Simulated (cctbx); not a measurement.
**Symmetry from intensities**

Cell: a = 3.9780 Å, b = 3.9780 Å, c = 5.7510 Å, α = 90.00°, β = 90.00°, γ = 90.00°. Expected content of the cell: Eu1 Te2 Be1.

The data are simulated with cctbx, not measured: Mo Kα, λ = 0.71073 Å, to d = 0.77 Å, 70 % of the full sphere, strongest reflection 20000 counts, noise from counting, a 6 % proportional error and a noise floor of 4 counts (s.d.); no absorption.

Tests on the unmerged data give:

```text
579 reflections to d = 0.773 A
centring   violations  <I/sigma> of those
    A        274 of   274     13.5
    B        284 of   284     13.5
    C        300 of   300     12.3
    I        293 of   293     13.6
    R        378 of   378     13.5
    F        429 of   429     13.1
Laue class    unique    Rint  (classes that these axes allow; Friedel mates merged)
P -1              379   0.037
P 1 2/m 1         229   0.042
P 1 1 2/m         223   0.039
P 2/m 1 1         231   0.043
P m m m           144   0.045
P 4/m             117   0.046
P 4/m m m          85   0.047
space group    extra absences  I>4sigma  <I/sigma>
P 4 2 2                 0          0         -  acentric
P 4 m m                 0          0         -  acentric
P -4 2 m                0          0         -  acentric
P -4 m 2                0          0         -  acentric
P 4/m m m               0          0         -  centric
Wilson B = 1.40 A^2   <|E^2-1|> = 0.743 (0.968 centric, 0.736 acentric)   E^2>4: 0.0 %
shell (A)         n   <I/sigma>
 5.75 - 1.47     16     31.5
 1.47 - 1.17     12     31.5
 1.17 - 1.02     12     35.9
 1.02 - 0.93     14     33.2
 0.93 - 0.86     10     31.2
 0.86 - 0.81      8     31.9
 0.81 - 0.77     13     30.4
```

Q: Read the symmetry from these tables.

Every centring test has many violations, so the lattice is primitive.

Rint stays low (0.037 to 0.047) up to P 4/m m m, the highest class in these axes.

5 settings pass the absence test. No glide or screw absences show, which leaves P 4 2 2, P 4 m m, P -4 2 m, P -4 m 2 and P 4/m m m.

⟨|E²−1|⟩ = 0.743 leans to a non-centrosymmetric structure. Here that hint misleads: the statistic assumes many like atoms on general positions, and few, heavy or special-position atoms break it. The Wilson B of 1.40 Å² means U ≈ 0.0177 Å².

The true group is P4/mmm (no. 123), Laue class 4/mmm, centrosymmetric. The tables only narrow the choice to the tied entries; cell content, site symmetry and trial solutions must settle it.

The model was made for the exercise: a known structure type with other elements put in, its volume estimated, not relaxed; displacement parameters are assumed.

[Logs are printed without paths, hosts, clocks, repeated set-up lines and the standing remarks that a program may print on its own settings, such as how far it seeks lower states.]
